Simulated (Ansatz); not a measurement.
# What HfCdS3 in R-3c, a phase reached by a soft mode distorts into

Aim: this structure of HfCdS3 in R-3c, a phase reached by a soft mode is to be tested for unstable modes, and one is followed downhill.

Main program and level: Ansatz 0.2.0; DFT PBEsol, scalar-relativistic, plane waves, PAW; PAW set soft_1.

Report form: the programs' logs are mostly left out.

The structure was built from a prototype and need not be the compound's stable phase.

### Step 1. The structure

Symmetry: R-3c, No. 167, trigonal system. Conventional cell: a = 6.580 Å, b = 6.580 Å, c = 17.217 Å, α = 90.00°, β = 90.00°, γ = 120.00°. Nearest to Cd lie 3 S at 2.47 Å. Nearest to Hf lie 6 S at 2.52 Å. Nearest to S lie 1 Cd at 2.47 Å and 2 Hf at 2.52 Å. Farther neighbours and most contacts between anions are not listed.

### Step 2. Linear response at the zone centre

This phase was reached earlier by freezing in an unstable mode of a structure of higher symmetry and relaxing. Its zone-centre modes can show that it is still unstable.

Input file input.yaml:

```yaml
crystal:
  lattice:
    - [3.2899627313, 1.8994608685, 5.7388998122]
    - [-3.2899627313, 1.8994608685, 5.7388998122]
    - [0.0, -3.7989217371, 5.7388998122]
  atoms:
    - { symbol: Cd, position: [0.75, 0.75, 0.75] }
    - { symbol: Cd, position: [0.25, 0.25, 0.25] }
    - { symbol: Hf, position: [0.5, 0.5, 0.5] }
    - { symbol: Hf, position: [0.0, 0.0, 0.0] }
    - { symbol: S, position: [0.3744241639, 0.75, 0.1255758361] }
    - { symbol: S, position: [0.6255758361, 0.25, 0.8744241639] }
    - { symbol: S, position: [0.1255758361, 0.3744241639, 0.75] }
    - { symbol: S, position: [0.8744241639, 0.6255758361, 0.25] }
    - { symbol: S, position: [0.75, 0.1255758361, 0.3744241639] }
    - { symbol: S, position: [0.25, 0.8744241639, 0.6255758361] }
kpoints:
  mp_grid: { grid: [6, 6, 6] }
hamiltonian:
  xc: pbesol
  pseudopotentials: { kind: paw, azcp: { folder: soft_1 }, xc_functional: pbe }
scf:
  occupations: { method: fixed }
output:
  eigenvalues: true
phonons:
  method: dfpt
  dielectric: true
  rigid_motions: translations
```

Launch:

```bash
$ ansatz run input.yaml --threads 4 --pin off --max-ram 16384MiB --backend cpu --events-out ev --progress --plain --runs-dir out
```

The job ended after 11 min (4 threads of Arm Neoverse V2, shared host; peak memory 6.9 GiB; 45 min of CPU time).

This step gave:

- gap on the k-mesh: 1.076 eV
- volume per atom: 21.52 Å³
- sum-rule residual before enforcement: 2.17e-5 eV/Å²
- miss of the charge sum rule: 0.01863 e
- estimated error of the dielectric tensor: 0.05440
- estimated error of the Born charges: 0.1507 e
- point group: -3m
- highest optical mode at the zone centre (no LO-TO term): 402.6 cm⁻¹
- lowest optical zone-centre mode: -45.97 cm⁻¹
- mean high-frequency dielectric constant: 10.22
- largest Born charge (third of the trace): 7.118 e
- top of the zone-centre spectrum with the field: 402.6 cm⁻¹

Patterns of degenerate modes are one choice out of their space. Modes at Γ, with each element's share of the kinetic energy (negative means imaginary):

```tsv
mode	frequency (cm⁻¹)	symmetry	Cd %	Hf %	S %
1	-46.0	A2u	66	9	25
2	-32.4	A2g	100	0	0
3	0.0	acoustic	29	46	25
4	0.0	acoustic	29	46	25
5	0.0	acoustic	29	46	25
6	36.3	Eu	32	28	41
7	36.3	Eu	32	28	41
8	64.4	Eu	3	33	64
9	64.4	Eu	3	33	64
10	68.8	A2u	4	40	56
11	68.8	Eg	41	0	59
12	68.8	Eg	41	0	59
13	108.2	Eg	47	0	53
14	108.2	Eg	47	0	53
15	148.2	A1u	0	97	3
16	151.9	Eu	14	86	1
17	151.9	Eu	14	86	1
18	152.3	A2g	0	0	100
19	236.0	Eu	19	4	77
20	236.0	Eu	19	4	77
21	263.9	A2u	0	5	95
22	275.9	A1u	0	3	97
23	276.3	A1g	0	0	100
24	290.4	Eg	12	0	88
25	290.4	Eg	12	0	88
26	315.9	Eu	4	4	93
27	315.9	Eu	4	4	93
28	316.6	Eg	1	0	99
29	316.6	Eg	1	0	99
30	402.6	A2g	0	0	100
```

Displacements in mode 1 (-46.0 cm⁻¹), the largest set to 1:
```
Cd1  0.00  0.00  1.00
Cd2  0.00  0.00  1.00
Hf3  0.00  0.00 -0.29
Hf4  0.00  0.00 -0.29
S5   0.16 -0.09 -0.63
S6   0.16 -0.09 -0.63
S7   0.00  0.19 -0.63
S8   0.00  0.19 -0.63
S9  -0.16 -0.09 -0.63
S10 -0.16 -0.09 -0.63
```

Displacements in mode 6 (36.3 cm⁻¹), the largest set to 1:
```
Cd1  0.11  0.85  0.00
Cd2  0.11  0.85  0.00
Hf3 -0.50 -0.38  0.00
Hf4  0.39 -0.49  0.00
S5   0.64  0.33 -0.33
S6   0.64  0.33 -0.33
S7   0.08 -1.00  0.85
S8   0.08 -1.00  0.85
S9  -0.79  0.15 -0.52
S10 -0.79  0.15 -0.52
```

Before it was imposed, the acoustic sum rule was missed by 2.2e-5 eV/Å² and the charge sum rule by 0.019 e. Small misses are needed for a sound result but don't prove that mesh and cutoff are converged. The lowest optical mode is imaginary, 46.0i cm⁻¹, so the energy falls along it.

The log warns of the k mesh: “the force constants stand on the 6×6×6 k-mesh, whose period is 12.92 times the interband length at k = (0.0000, 0.0000, 0.0000), direct gap 1.360 eV, under 14: take them and everything formed from them as unconverged”.

### Step 3. The mode frozen in, largest atomic shift 0 Å

The mode followed lies at Γ with frequency 46.0i cm⁻¹, the softest among the wavevectors solved. At small amplitude the distorted cell has space group no. 161 by a symmetry search on the positions. The undistorted cell that holds it gives the zero of energy on the same k mesh.

input.yaml: that of step 2 with these lines changed.

```diff
@@ -22,8 +22,6 @@
 scf:
-  occupations: { method: fixed }
+  occupations: { method: gaussian, width: 0.02 }
 output:
+  forces: true
+  stress: true
   eigenvalues: true
-phonons:
-  method: dfpt
-  dielectric: true
-  rigid_motions: translations
```

Wall time 7.2 s (4 threads); peak memory 0.89 GiB; 28 s of CPU time.

This step gave:

| Item | Value |
| --- | --- |
| pressure | -0.004059 GPa |
| energy from the undistorted cell | 0 meV/atom |

At this level the gap is 1.08 eV on the k-mesh of the self-consistent run, which can miss the band edges.

### Step 4. The mode frozen in, largest atomic shift 0.45 Å

The atoms are moved along the unstable eigenvector, the largest shift by 0.45 Å, with the cell fixed.

input.yaml, the sections that differ from step 3:

```yaml
crystal:
  lattice:
    - [3.2899627313, 1.8994608685, 5.7388998122]
    - [-3.2899627313, 1.8994608685, 5.7388998122]
    - [0.0, -3.7989217371, 5.7388998122]
  atoms:
    - { symbol: Cd, position: [0.7761374139, 0.7761374139, 0.7761374139] }
    - { symbol: Cd, position: [0.2761374139, 0.2761374139, 0.2761374139] }
    - { symbol: Hf, position: [0.4924405063, 0.4924405063, 0.4924405063] }
    - { symbol: Hf, position: [-0.0075594937, -0.0075594937, -0.0075594937] }
    - { symbol: S, position: [0.3653247154, 0.7186372169, 0.1164763876] }
    - { symbol: S, position: [0.6164763876, 0.2186372169, 0.8653247154] }
    - { symbol: S, position: [0.1164763876, 0.3653247154, 0.7186372169] }
    - { symbol: S, position: [0.8653247154, 0.6164763876, 0.2186372169] }
    - { symbol: S, position: [0.7186372169, 0.1164763876, 0.3653247154] }
    - { symbol: S, position: [0.2186372169, 0.8653247154, 0.6164763876] }
# kpoints, hamiltonian, scf, output: as in step 3
```

Elapsed: 12 s, on 4 threads; peak memory 0.84 GiB.

Numbers from this step:

| Property | Result |
| --- | --- |
| pressure | -0.7418 GPa |
| gap on the k-mesh | 1.461 eV |
| energy from the undistorted cell | -15.85 meV/atom |

The energy, extrapolated to zero smearing, is -15.85 meV/atom against the undistorted cell.

The run ends at a pressure of -0.74 GPa, with forces up to 0.23 eV/Å.

### Step 5. Energy along the mode, all amplitudes (two of the runs are shown above)

An imaginary frequency means negative curvature, so the energy should fall and then rise again as anharmonic terms take over.

Numbers from this step:

```
depth at the lowest point sampled  : 15.85 meV/atom
largest atomic shift at that point : 0.45 Å
```

Table of energy from the parent by largest atomic shift:

```tsv
largest atomic shift (Å)	energy from the parent (meV/atom)
0.000	0
0.040	-0.21
0.080	-0.834
0.140	-2.51
0.220	-5.90
0.320	-11.1
0.450	-15.8
0.600	-5.94
```

Displacement at unit largest shift by atom:

```tsv
atom	x (Å)	y (Å)	z (Å)	size
Cd1	0.00	0.00	1.00	1.00
Cd2	0.00	0.00	1.00	1.00
Hf3	0.00	0.00	-0.29	0.29
Hf4	0.00	0.00	-0.29	0.29
S5	0.16	-0.09	-0.63	0.66
S6	0.16	-0.09	-0.63	0.66
S7	0.00	0.19	-0.63	0.66
S8	0.00	0.19	-0.63	0.66
S9	-0.16	-0.09	-0.63	0.66
S10	-0.16	-0.09	-0.63	0.66
```

The lowest of the steps tried is at 0.45 Å, 15.8 meV/atom below the parent; the bottom of the well need not coincide with a step.

### Step 6. Relaxing from the distorted cell

Starting from the lowest point found, all atoms and the cell are let go, so that strain and other modes of the same symmetry can join in.

input.yaml: that of step 4 with these lines changed.

```diff
@@ -22,3 +22,3 @@
 scf:
-  occupations: { method: gaussian, width: 0.02 }
+  occupations: { method: fixed }
 output:
@@ -27 +27,6 @@
   eigenvalues: true
+relax:
+  adjacent_minimum: "off"
+  f_tol: 0.002
+  max_steps: 120
+  cell: { stress_tol: 0.03 }
```

Elapsed: 98 s, on 4 threads; peak memory 0.91 GiB; 6.4 min of CPU time.

Relaxation path:

```tsv
step	energy less that of the first step (eV)	largest force component (eV/Å)	pressure (GPa)	volume (Å³)
1	0.0000	0.2329	-0.74	215.18
2	-0.0602	0.1784	0.06	212.80
3	-0.0688	0.1161	0.16	212.87
4	-0.0729	0.0844	0.11	212.97
5	-0.0769	0.0235	0.09	213.00
6	-0.0772	0.0024	0.00	213.20
7	-0.0772	0.0001	0.00	213.20
8*	-0.0768	0.0001	0.00	213.20
```

Relaxation steps marked * repeat the geometry before them on a plane-wave basis chosen anew for their cell, so energy and pressure can jump there.

Forces are held to the 6 operations that the run works with; a distortion that breaks them can't arise in this run.

```tsv
conventional cell, symmetrised	before	after	change
a (Å)	6.580	6.512	-1.0 %
b (Å)	6.580	6.512	-1.0 %
c (Å)	17.217	17.413	+1.1 %
volume (Å³/atom)	21.52	21.32	-0.9 %
```

The atoms that moved most (Å, as changes of fractional coordinates times the final cell):

```tsv
atom	dx	dy	dz	length
Cd2	0.000	0.000	0.146	0.146
Cd1	0.000	0.000	0.146	0.146
Hf4	0.000	0.000	-0.119	0.119
Hf3	0.000	0.000	-0.119	0.119
S7	-0.041	-0.049	-0.009	0.065
S10	0.022	0.060	-0.009	0.065
S9	0.063	-0.011	-0.009	0.065
S8	0.041	-0.049	-0.009	0.065
```

Final coordinates:

```cif
data_structure
_symmetry_space_group_name_H-M 'P 1'
_symmetry_Int_Tables_number 1
_cell_length_a 6.9159
_cell_length_b 6.9159
_cell_length_c 6.9159
_cell_angle_alpha 56.177
_cell_angle_beta 56.177
_cell_angle_gamma 56.177
_cell_volume 213.20
loop_
_atom_site_label
_atom_site_type_symbol
_atom_site_fract_x
_atom_site_fract_y
_atom_site_fract_z
_atom_site_occupancy
Cd1 Cd 0.78453 0.78453 0.78453 1
Cd2 Cd 0.28453 0.28453 0.28453 1
Hf3 Hf 0.48559 0.48559 0.48559 1
Hf4 Hf 0.98559 0.98559 0.98559 1
S5 S 0.36684 0.72679 0.10527 1
S6 S 0.60527 0.22679 0.86684 1
S7 S 0.10527 0.36684 0.72679 1
S8 S 0.86684 0.60527 0.22679 1
S9 S 0.72679 0.10527 0.36684 1
S10 S 0.22679 0.86684 0.60527 1
```

Numbers from this step:

| Property | Result |
| --- | --- |
| pressure | -0.001741 GPa |
| gap on the k-mesh | 1.497 eV |
| volume per atom | 21.32 Å³ |

The distorted start has space group R3c; the relaxation ends in R3c.

### Step 7. The new phase in its own primitive cell

The relaxed structure is symmetrised, reduced to its primitive cell and relaxed tightly, as its phonons need.

Input file input.yaml:

```yaml
crystal:
  lattice:
    - [3.2562290528, 1.8799847202, 5.8044744892]
    - [-3.2562290528, 1.8799847202, 5.8044744892]
    - [0.0, -3.7599694403, 5.8044744892]
  atoms:
    - { symbol: Cd, position: [0.2154710812, 0.2154710812, 0.2154710812] }
    - { symbol: Cd, position: [0.7154710812, 0.7154710812, 0.7154710812] }
    - { symbol: Hf, position: [0.5144091285, 0.5144091285, 0.5144091285] }
    - { symbol: Hf, position: [0.0144091285, 0.0144091285, 0.0144091285] }
    - { symbol: S, position: [0.8947321088, 0.2732105772, 0.6331608642] }
    - { symbol: S, position: [0.1331608642, 0.7732105772, 0.3947321088] }
    - { symbol: S, position: [0.2732105772, 0.6331608642, 0.8947321088] }
    - { symbol: S, position: [0.7732105772, 0.3947321088, 0.1331608642] }
    - { symbol: S, position: [0.6331608642, 0.8947321088, 0.2732105772] }
    - { symbol: S, position: [0.3947321088, 0.1331608642, 0.7732105772] }
kpoints:
  mp_grid: { grid: [6, 6, 6] }
hamiltonian:
  xc: pbesol
  pseudopotentials: { kind: paw, azcp: { folder: soft_1 }, xc_functional: pbe }
scf:
  occupations: { method: fixed }
output:
  forces: true
  stress: true
  eigenvalues: true
relax:
  adjacent_minimum: "off"
  f_tol: 0.001
  max_steps: 60
  cell: { stress_tol: 0.01 }
```

Elapsed: 30 s, on 4 threads; peak memory 0.88 GiB; 2 min of CPU time.

Little changed from the start: no atom moved by 0.005 Å and no cell edge by 0.1 %.

This step gave:

* pressure: -0.001738 GPa
* direct gap on mesh: 1.526 eV

The largest force component left is 0.085 meV/Å and the pressure is -0.002 GPa, within the tolerances set. The cell now holds 21.32 Å³/atom.

### Step 8. Modes of the new phase

A relaxed structure may still be a saddle point, so its zone-centre modes are computed. The response to a homogeneous field gives the Born charges and the dielectric tensor.

input.yaml: that of step 7 with these lines changed.

```diff
@@ -24,9 +24,6 @@
 output:
-  forces: true
-  stress: true
   eigenvalues: true
-relax:
-  adjacent_minimum: "off"
-  f_tol: 0.001
-  max_steps: 60
-  cell: { stress_tol: 0.01 }
+phonons:
+  method: dfpt
+  dielectric: true
+  rigid_motions: translations
```

Elapsed: 13 min, on 4 threads; peak memory 6.9 GiB.

Numbers from this step:

| Item | Value |
| --- | --- |
| sum-rule residual before enforcement | 8.90e-5 eV/Å² |
| miss of the charge sum rule | 0.01397 e |
| estimated error of the dielectric tensor | 0.04589 |
| estimated error of the Born charges | 0.1491 e |
| point group | 3m |
| highest optical mode at the zone centre (no LO-TO term) | 401.3 cm⁻¹ |
| lowest optical zone-centre mode | 49.42 cm⁻¹ |
| mean high-frequency dielectric constant | 10.33 |
| largest Born charge (third of the trace) | 7.030 e |
| mean static dielectric constant | 50.34 |
| top of the zone-centre spectrum with the field | 401.3 cm⁻¹ |

Patterns of degenerate modes are one choice out of their space. The modes at Γ (shares of kinetic energy by element, %):

```tsv
mode	frequency (cm⁻¹)	symmetry	Cd %	Hf %	S %
1	0.0	acoustic	29	46	25
2	0.0	acoustic	29	46	25
3	0.0	acoustic	29	46	25
4	49.4	E	35	55	11
5	49.4	E	35	55	11
6	51.1	A2	80	17	3
7	53.9	A1	49	45	6
8	83.5	E	77	10	13
9	83.5	E	77	10	13
10	99.0	A1	20	5	74
11	104.5	E	11	1	88
12	104.5	E	11	1	88
13	114.6	E	6	1	93
14	114.6	E	6	1	93
15	144.0	E	24	72	4
16	144.0	E	24	72	4
17	153.8	A2	20	68	11
18	176.5	A2	0	11	89
19	207.1	E	11	11	78
20	207.1	E	11	11	78
21	242.3	A1	1	1	98
22	247.9	E	5	1	94
23	247.9	E	5	1	94
24	265.2	A2	0	4	96
25	272.7	A1	0	3	96
26	307.6	E	1	1	98
27	307.6	E	1	1	98
28	312.3	E	1	2	97
29	312.3	E	1	2	97
30	401.3	A2	0	0	100
```

Displacements in mode 4 (49.4 cm⁻¹), the largest set to 1:
```
Cd1 -0.13 -1.00  0.00
Cd2 -0.78 -0.64  0.00
Hf3 -0.15  0.99  0.00
Hf4  0.92  0.41  0.00
S5  -0.34 -0.58  0.04
S6  -0.33 -0.59 -0.06
S7   0.14 -0.41 -0.45
S8   0.07 -0.28 -0.40
S9  -0.25 -0.08  0.41
S10 -0.41 -0.09  0.46
```

Displacements in mode 15 (144.0 cm⁻¹), the largest set to 1:
```
Cd1 -0.77 -0.16  0.00
Cd2 -0.18 -0.77  0.00
Hf3  0.99 -0.44  0.00
Hf4 -0.41  1.00  0.00
S5   0.34 -0.07 -0.25
S6  -0.26  0.26  0.34
S7   0.01  0.06 -0.09
S8  -0.12 -0.06 -0.24
S9   0.06 -0.29  0.34
S10  0.09  0.22 -0.10
```

Optical modes at the zone centre, without and with the macroscopic field of the longitudinal modes; each column is sorted by frequency, so a row need not hold one and the same mode. Modes with and without the field, by row:

```tsv
rank among optical modes	no field (cm⁻¹)	q along (1, 0, 0) (cm⁻¹)	q along (0, 0, 1) (cm⁻¹)
1	49.4	49.4	49.4
2	49.4	51.1	49.4
3	51.1	53.9	51.1
4	53.9	59.4	57.8
5	83.5	83.5	83.5
6	83.5	83.5	83.5
7	99	99	104.5
8	104.5	104.5	104.5
9	104.5	109.3	114.6
10	114.6	114.6	114.6
11	114.6	127.9	144
12	144	144	144
13	144	144.1	153.8
14	153.8	153.8	163.6
15	176.5	176.5	176.5
16	207.1	207.1	207.1
17	207.1	237.7	207.1
18	242.3	242.3	247.9
19	247.9	247.9	247.9
20	247.9	265.2	254.2
21	265.2	272.3	265.2
22	272.7	272.7	307.6
23	307.6	307.6	307.6
24	307.6	310.2	312.3
25	312.3	312.3	312.3
26	312.3	361.7	361.8
27	401.3	401.3	401.3
```

Born charge (rows field, columns displacement) (e), principal values of the symmetric part by kind of site:

```tsv
atom	atoms with these values	low	middle	high	mean
Cd1	2	2.44	2.74	2.74	2.64
Hf3	2	6.81	6.81	7.47	7.03
S5	6	-5.58	-2.49	-1.60	-3.22
```

In full for Cd1:

```
 2.74  0.05  0.00
-0.05  2.74  0.00
 0.00  0.00  2.44
```

High-frequency dielectric tensor:

```
10.29  0.00  0.00
 0.00 10.29  0.00
 0.00  0.00 10.42
```

Static dielectric tensor (ions relaxed, fixed cell):

```
43.91  0.00  0.00
 0.00 43.91  0.00
 0.00  0.00 63.21
```

Transverse modes. Infrared lines, with heights relative to the strongest:

```tsv
position (cm⁻¹)	relative intensity
49	11
51	0.0
54	4.7
84	0.0
99	53
104	17
115	13
144	0.1
154	0.0
176	0.0
207	100
242	28
248	19
265	0.0
273	41
308	27
312	21
401	0.0
```

Before it was imposed, the acoustic sum rule was missed by 8.9e-5 eV/Å² and the charge sum rule by 0.014 e. Small misses are needed for a sound result but don't prove that mesh and cutoff are converged. The lowest optical mode is real, 49.4 cm⁻¹.

The log warns of the k mesh: “the force constants stand on the 6×6×6 k-mesh, whose period is 13.52 times the interband length at k = (0.0000, 0.0000, 0.0000), direct gap 1.526 eV, under 14: take them and everything formed from them as unconverged”.

### Step 9. The phases reached

The phases reached along the modes that were followed are set side by side.

Energies are those of the first relaxation, on the mesh of the frozen mode; space group, volume and gap are those of the last relaxation. Phases, by row:

```tsv
mode frozen in	space group	energy from parent (meV/atom)	volume (Å³/atom)	gap on mesh (eV)	lowest zone-centre optical mode (cm⁻¹)	largest shift (Å)
parent	R-3c	0	21.52	1.076	–	–
q = (0, 0, 0), 46i cm⁻¹	R3c	-23.52	21.32	1.497	49.4	0.709
```

### Step 10. Results

```yaml
unstable_mode_of_the_parent: q = (0, 0, 0), 46i cm⁻¹
depth_at_the_lowest_point_sampled: 15.8 meV/atom
largest_atomic_shift_at_that_point: 0.45 Å
space_group_reached_within_0p01_a: R3c
energy_gained_over_the_parent_first_relaxation_on_the_mesh_of_the_frozen_mode: 23.5 meV/atom
volume_per_atom_phase_reached: 21.3 Å³
gap_on_the_k_mesh_phase_reached: 1.50 eV
lowest_optical_zone_centre_mode_phase_reached: 49.4 cm⁻¹
highest_optical_mode_at_the_zone_centre_no_lo_to_term_phase_reached: 401 cm⁻¹
```

Along this mode the structure falls into R3c, 23.5 meV/atom below the parent. At the parent's cell the well is 15.85 meV/atom deep on the steps tried, with its lowest point at a shift of 0.45 Å. Relaxing atoms and cell changes the gain by +7.68 meV/atom against the lowest step (energies at zero smearing). The new phase has no imaginary mode at the zone centre of its cell; other wavevectors were not checked. Each path keeps the symmetry of its pattern, so a lower phase may lie along a pattern not tried. With the field response the log warns that the k mesh is coarse for the force constants too, so the frequencies may not be converged. Spin-orbit coupling is left out, which can matter for the heavy elements here. The PAW files were made for PBE and serve the other functionals too. The starting cell was built on a prototype and not taken from a measurement, so the phase need not exist.

[Logs are printed without paths, hosts, clocks, repeated set-up lines and the standing remarks that a program may print on its own settings, such as how far it seeks lower states.]

[Hosts, paths, dates, database ids (printed as entryN), source tags and the programs' standing remarks are cut or masked in the printed files.]
